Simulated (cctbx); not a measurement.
# A crystallographic session in cctbx: Cd2Bi

Library: cctbx 2025.11. The data are simulated by the first script.

## 1. Simulate the data

run.py:

```python
from cctbx import adptbx, crystal, miller, sgtbx, xray
from cctbx.array_family import flex
from iotbx.shelx import hklf
from scitbx import matrix
import scitbx.random

cs = crystal.symmetry(unit_cell=(8.588, 8.588, 8.588, 90, 90, 90), space_group_symbol='Hall: F 4d 2 3 -1d')  # Fd-3m
atoms = [  # label, site, U (iso, or U11 U22 U33 U12 U13 U23 in A^2), occupancy
    ("Bi1", (0.25, 0.75, 0.25), (0.0046, 0.0046, 0.0046, -0.0000, 0.0000, -0.0000), 1),
    ("Cd1", (0.375, 0.125, 0.375), (0.0061, 0.0061, 0.0061, 0.0002, -0.0002, 0.0002), 1),
]
xs = xray.structure(crystal_symmetry=cs)
for label, site, u, occ in atoms:
    u = adptbx.u_cif_as_u_star(cs.unit_cell(), u) if isinstance(u, tuple) else u
    xs.add_scatterer(xray.scatterer(label, site=site, u=u, occupancy=occ))
xs.set_inelastic_form_factors(0.71073, "sasaki")
xs.show_summary()
p1 = xs.expand_to_p1()
ms = miller.build_set(p1, anomalous_flag=True, d_min=0.8)
flex.set_random_seed(683015)
scitbx.random.set_random_seed(683015)
ms = ms.select(flex.random_double(ms.size()) < 0.8)
i = ms.structure_factors_from_scatterers(p1, algorithm="direct").f_calc().as_intensity_array().data()
i = i * 70000 / flex.max(i)
sig = flex.sqrt(i + flex.pow2(0.04 * i) + 4 ** 2)
noise = scitbx.random.variate(scitbx.random.normal_distribution())(i.size())
data = ms.array(data=i + sig * noise, sigmas=sig).set_observation_type_xray_intensity()
with open("data.hkl", "w") as f:
    data.export_as_shelx_hklf(f)
print("reflections written:", data.size(), " <I/sigma> = %.1f" % flex.mean(data.data() / data.sigmas()))
for h, a, b in list(data.sort("data"))[:12]:
    print("%4d%4d%4d %9.1f %7.1f" % (h + (a, b)))
```

```console
$ python run.py
```

```text
Number of scatterers: 2
At special positions: 2
Unit cell: (8.588, 8.588, 8.588, 90, 90, 90)
Space group: F d -3 m :1 (No. 227)
reflections written: 4200  <I/sigma> = 4.5
   0  -4   4   73565.5  2812.5
   0   4   4   70419.3  2812.5
  -4   0  -4   70256.8  2812.5
  -4   4   0   70181.0  2812.5
   0   4  -4   70094.9  2812.5
  -4  -4   0   69117.3  2812.5
   4   0   4   66484.9  2812.5
   0   0  -8   43825.7  1757.1
   8   0   0   43331.0  1757.1
  -1  -3  -1   41678.1  1573.9
   0   0   8   41549.7  1757.1
  -1   3   1   40990.8  1573.9
```

Run time: 0.36 s on 1 thread of Arm Neoverse N1, with other jobs on the host, peak memory 0.07 GiB.

## 2. Refinement (right model, isotropic)

run.py:

```python
import math
from cctbx import adptbx, crystal, maptbx, sgtbx, xray
from cctbx.array_family import flex
from cctbx.xray import observations
from iotbx.shelx import hklf
from scitbx.lstbx import normal_eqns_solving
from smtbx import absolute_structure, utils
from smtbx.refinement import constraints, least_squares

cs = crystal.symmetry(unit_cell=(8.588, 8.588, 8.588, 90, 90, 90), space_group_symbol='Hall: F 4d 2 3 -1d')  # Fd-3m
atoms = [  # label, site, U (iso, or U11 U22 U33 U12 U13 U23 in A^2), occupancy
    ("Bi1", (0.25, 0.75, 0.25), 0.0200, 1),
    ("Cd1", (0.375, 0.125, 0.375), 0.0200, 1),
]
xs = xray.structure(crystal_symmetry=cs)
for label, site, u, occ in atoms:
    u = adptbx.u_cif_as_u_star(cs.unit_cell(), u) if isinstance(u, tuple) else u
    xs.add_scatterer(xray.scatterer(label, site=site, u=u, occupancy=occ))
xs.set_inelastic_form_factors(0.71073, "sasaki")
raw = hklf.reader(file_name="data.hkl").as_miller_arrays(crystal_symmetry=cs, anomalous=True)[0]
merged = raw.eliminate_sys_absent().merge_equivalents()
fo2 = merged.array().set_observation_type_xray_intensity()
print("Rint %.3f, %d unique reflections to %.2f A" % (merged.r_int(), fo2.size(), fo2.d_min()))
for sc in xs.scatterers():
    sc.flags.set_grad_site(True)
    sc.flags.set_grad_u_aniso(sc.flags.use_u_aniso())
    sc.flags.set_grad_u_iso(sc.flags.use_u_iso())
obs = fo2.as_xray_observations()
extra = {}
rep = constraints.reparametrisation(xs, [], utils.connectivity_table(xs), **extra)
ls = least_squares.crystallographic_ls(obs, rep, weighting_scheme=least_squares.mainstream_shelx_weighting(a=0, b=0))
print("cycle     R1     wR2    GooF  max shift (A)")
for cycle in range(8):
    ls.build_up()
    r1, wr2, goof = ls.r1_factor(cutoff_factor=2)[0], ls.wR2(), ls.goof()
    old = xs.sites_cart()
    normal_eqns_solving.levenberg_marquardt_iterations(ls, n_max_iterations=3, tau=1e-06, step_threshold=1e-7)
    big = flex.max((xs.sites_cart() - old).norms())
    print("%4d %7.4f %7.4f %7.3f %9.5f" % (cycle + 1, r1, wr2, goof, big))
    ls.build_up(objective_only=True)
    if abs(ls.wR2() - wr2) < 5e-5 and big < 5e-4:
        break
ls.build_up()
print("final R1 %.4f wR2 %.4f GooF %.3f  parameters %d  data/parameter %.1f" % (ls.r1_factor(cutoff_factor=2)[0], ls.wR2(), ls.goof(), ls.n_parameters, fo2.size() / ls.n_parameters))
cov = ls.covariance_matrix_and_annotations()
su = dict(zip(cov.annotations, (math.sqrt(max(v, 0)) for v in cov.matrix.matrix_packed_u_diagonal())))
a2 = cs.unit_cell().reciprocal_parameters()[0] ** -2
print("atom        x        y        z      Ueq    occ   su(xyz)  su(Uiso or U11)")
for sc in xs.scatterers():
    s = max(su.get(sc.label + k, 0) for k in (".x", ".y", ".z"))
    npd = "" if sc.is_positive_definite_u(cs.unit_cell()) else "  NPD"
    print("%-5s %8.5f %8.5f %8.5f %8.4f %6.3f %8.5f %7.4f%s" % ((sc.label,) + sc.site + (sc.u_iso_or_equiv(cs.unit_cell()), sc.occupancy, s, su.get(sc.label + ".uiso", su.get(sc.label + ".u11", 0) * a2), npd)))
fo = fo2.f_sq_as_f()
fc = fo.structure_factors_from_scatterers(xs, algorithm="direct").f_calc()
diff = fo.f_obs_minus_f_calc(1 / math.sqrt(ls.scale_factor()), fc).average_bijvoet_mates()
m = diff.fft_map(symmetry_flags=maptbx.use_space_group_symmetry, resolution_factor=0.25).apply_volume_scaling()
print("difference map: max %.2f min %.2f rms %.2f" % (m.statistics().max(), m.statistics().min(), m.statistics().sigma()))
peaks = m.peak_search(parameters=maptbx.peak_search_parameters(min_distance_sym_equiv=0.6, max_clusters=6)).all()
near = xs.closest_distances(peaks.sites(), distance_cutoff=4)
sps = cs.special_position_settings(min_distance_sym_equiv=0.5)
for k, (x, h) in enumerate(zip(peaks.sites(), peaks.heights())):
    ss = sps.site_symmetry(x)
    print("Q%-3d %7.4f %7.4f %7.4f %4d %7.2f  %.2f A from %s" % ((k + 1,) + tuple(t % 1 for t in ss.exact_site()) + (ss.multiplicity(), h, near.smallest_distances[k], xs.scatterers()[near.i_seqs[k]].label)))
```

```console
$ python run.py
```

```text
Rint 0.031, 46 unique reflections to 0.80 A
cycle     R1     wR2    GooF  max shift (A)
   1  0.1143  0.2599  24.561   0.00000
   2  0.0051  0.0116   1.092   0.00000
final R1 0.0051 wR2 0.0116 GooF 1.092  parameters 2  data/parameter 23.0
atom        x        y        z      Ueq    occ   su(xyz)  su(Uiso or U11)
Bi1    0.25000  0.75000  0.25000   0.0046  1.000  0.00000  0.0001
Cd1    0.37500  0.12500  0.37500   0.0060  1.000  0.00000  0.0001
difference map: max 0.28 min -0.42 rms 0.10
Q1    0.0688  0.1542  0.3458   96    0.30  1.96 A from Bi1
Q2    0.1181  0.1181  0.3819   32    0.28  1.76 A from Bi1
Q3    0.1250  0.1250  0.1250   16    0.17  0.00 A from Cd1
Q4    0.0501  0.0501  0.2911   96    0.16  1.69 A from Cd1
Q5    0.0477  0.1773  0.6773   96    0.16  1.95 A from Bi1
Q6    0.0000  0.0000  0.2154   48    0.14  1.71 A from Cd1
```

Time: 0.5 s.

## 3. Refinement (right model, anisotropic)

run.py, as its changes from the last script of this kind:

```diff
@@ -12,2 +12,2 @@
-    ("Bi1", (0.25, 0.75, 0.25), 0.0200, 1),
-    ("Cd1", (0.375, 0.125, 0.375), 0.0200, 1),
+    ("Bi1", (0.25, 0.75, 0.25), 0.0046, 1),
+    ("Cd1", (0.375, 0.125, 0.375), 0.0060, 1),
@@ -19,0 +20 @@
+xs.convert_to_anisotropic()
```

```console
$ python run.py
```

```text
Rint 0.031, 46 unique reflections to 0.80 A
cycle     R1     wR2    GooF  max shift (A)
   1  0.0053  0.0119   1.140   0.00000
   2  0.0048  0.0101   0.964   0.00000
final R1 0.0048 wR2 0.0101 GooF 0.964  parameters 3  data/parameter 15.3
atom        x        y        z      Ueq    occ   su(xyz)  su(Uiso or U11)
Bi1    0.25000  0.75000  0.25000   0.0045  1.000  0.00000  0.0001
Cd1    0.37500  0.12500  0.37500   0.0060  1.000  0.00000  0.0001
difference map: max 0.29 min -0.40 rms 0.09
Q1    0.1181  0.1181  0.3819   32    0.29  1.76 A from Bi1
Q2    0.0672  0.1592  0.3408   96    0.24  1.94 A from Cd1
Q3    0.0497  0.0497  0.3043   96    0.18  1.79 A from Bi1
Q4    0.0451  0.1719  0.6719   96    0.16  2.00 A from Bi1
Q5    0.0000  0.0000  0.2141   48    0.16  1.70 A from Cd1
Q6    0.0371  0.0371  0.8865   96    0.11  1.59 A from Cd1
```

Time: 0.49 s.

## 4. Refinement

run.py, as its changes from the last script of this kind:

```diff
@@ -12 +12 @@
-    ("Bi1", (0.25, 0.75, 0.25), 0.0046, 1),
+    ("Re1", (0.25, 0.75, 0.25), 0.0046, 1),
@@ -34 +34 @@
-for cycle in range(8):
+for cycle in range(12):
```

```console
$ python run.py
```

```text
Rint 0.031, 46 unique reflections to 0.80 A
cycle     R1     wR2    GooF  max shift (A)
   1  0.0443  0.1757  16.797   0.00000
   2  0.0260  0.1006   9.619   0.00000
final R1 0.0261 wR2 0.1006 GooF 9.619  parameters 3  data/parameter 15.3
atom        x        y        z      Ueq    occ   su(xyz)  su(Uiso or U11)
Re1    0.25000  0.75000  0.25000   0.0045  1.000  0.00000  0.0009
Cd1    0.37500  0.12500  0.37500   0.0101  1.000  0.00000  0.0011
difference map: max 0.95 min -2.33 rms 0.43
Q1    0.0858  0.0858  0.8281   96    0.96  1.88 A from Cd1
Q2    0.0298  0.1250  0.7202   96    0.76  1.88 A from Cd1
Q3    0.0000  0.0000  0.2453   48    0.73  1.84 A from Cd1
Q4    0.0357  0.1250  0.2143   96    0.73  1.08 A from Cd1
Q5    0.0761  0.0761  0.3387   96    0.69  1.66 A from Re1
Q6    0.0304  0.0304  0.1217   96    0.66  1.15 A from Cd1
```

Time: 0.51 s.

This run holds a fault made on purpose: wrong element: Re1 is Bi.

## 5. Refinement

run.py, as its changes from the last script of this kind:

```diff
@@ -12 +12 @@
-    ("Re1", (0.25, 0.75, 0.25), 0.0046, 1),
+    ("Bi1", (0.25, 0.75, 0.25), 0.0046, 1),
@@ -22 +22 @@
-merged = raw.eliminate_sys_absent().merge_equivalents()
+merged = raw.eliminate_sys_absent().resolution_filter(d_min=2).merge_equivalents()
```

```console
$ python run.py
```

```text
Rint 0.028, 5 unique reflections to 2.15 A
cycle     R1     wR2    GooF  max shift (A)
   1  0.0068  0.0133   1.516   0.00000
   2  0.0039  0.0077   0.875   0.00000
final R1 0.0039 wR2 0.0077 GooF 0.875  parameters 3  data/parameter 1.7
atom        x        y        z      Ueq    occ   su(xyz)  su(Uiso or U11)
Bi1    0.25000  0.75000  0.25000   0.0044  1.000  0.00000  0.0057
Cd1    0.37500  0.12500  0.37500   0.0049  1.000  0.00000  0.0049
difference map: max 0.07 min -0.09 rms 0.03
Q1    0.1293  0.1293  0.3707   32    0.07  1.92 A from Bi1
Q2    0.0000  0.0000  0.5000    8    0.05  0.00 A from Bi1
```

Time: 0.48 s.

This run holds a fault made on purpose: data cut at low resolution.

## 6. Refinement

run.py, as its changes from the last script of this kind:

```diff
@@ -13,0 +14 @@
+    ("Cd2", (0.007, 0.568, 0.526), 0.0300, 1),
@@ -20 +20,0 @@
-xs.convert_to_anisotropic()
@@ -22 +22 @@
-merged = raw.eliminate_sys_absent().resolution_filter(d_min=2).merge_equivalents()
+merged = raw.eliminate_sys_absent().merge_equivalents()
```

```console
$ python run.py
```

```text
Rint 0.031, 46 unique reflections to 0.80 A
cycle     R1     wR2    GooF  max shift (A)
   1  0.8625  0.9775  94.545   0.12844
   2  0.8561  0.9739  94.196   0.09297
   3  0.8306  0.9547  92.339   0.42229
   4  0.7725  0.8928  86.361   0.00000
   5  0.8439  0.9439  91.294   0.00000
   6  0.9014  0.9693  93.754  26.07322
   7  0.7983  0.9221  89.187   0.22984
   8  0.8159  0.9205  89.039   0.00000
   9  0.8181  0.9226  89.241   0.00000
  10  0.8199  0.9243  89.404   0.00000
  11  0.8214  0.9257  89.536   0.00000
  12  0.8226  0.9268  89.646   0.00000
final R1 0.8237 wR2 0.9277 GooF 89.737  parameters 4  data/parameter 11.5
atom        x        y        z      Ueq    occ   su(xyz)  su(Uiso or U11)
Bi1    0.25000  0.75000  0.25000   0.2169  1.000  0.00000  2.2453
Cd1    0.37500  0.12500  0.37500   0.2648  1.000  0.00000  3.0430
Cd2    0.00000  3.50229  0.50000   0.0277  1.000 389.00602 43.8352
difference map: max 3014.12 min -239.52 rms 159.18
Q1    0.0000  0.0000  0.0000    8 3014.12  0.02 A from Cd2
Q2    0.1250  0.1250  0.6250   16 1880.09  1.86 A from Bi1
Q3    0.0359  0.0359  0.1249   96  141.35  1.08 A from Cd1
Q4    0.0772  0.0772  0.9228   32  137.71  1.14 A from Cd2
Q5    0.0254  0.0254  0.2351   96  113.14  1.54 A from Cd1
Q6    0.0067  0.0912  0.4088   96  106.18  1.11 A from Bi1
```

Run time: 0.9 s on 1 thread of Arm Neoverse N1, on a shared host, peak memory 0.09 GiB.

This run holds a fault made on purpose: spurious atom: Cd2.

[Logs are printed without paths, hosts, clocks, repeated set-up lines and the standing remarks that a program may print on its own settings, such as how far it seeks lower states.]
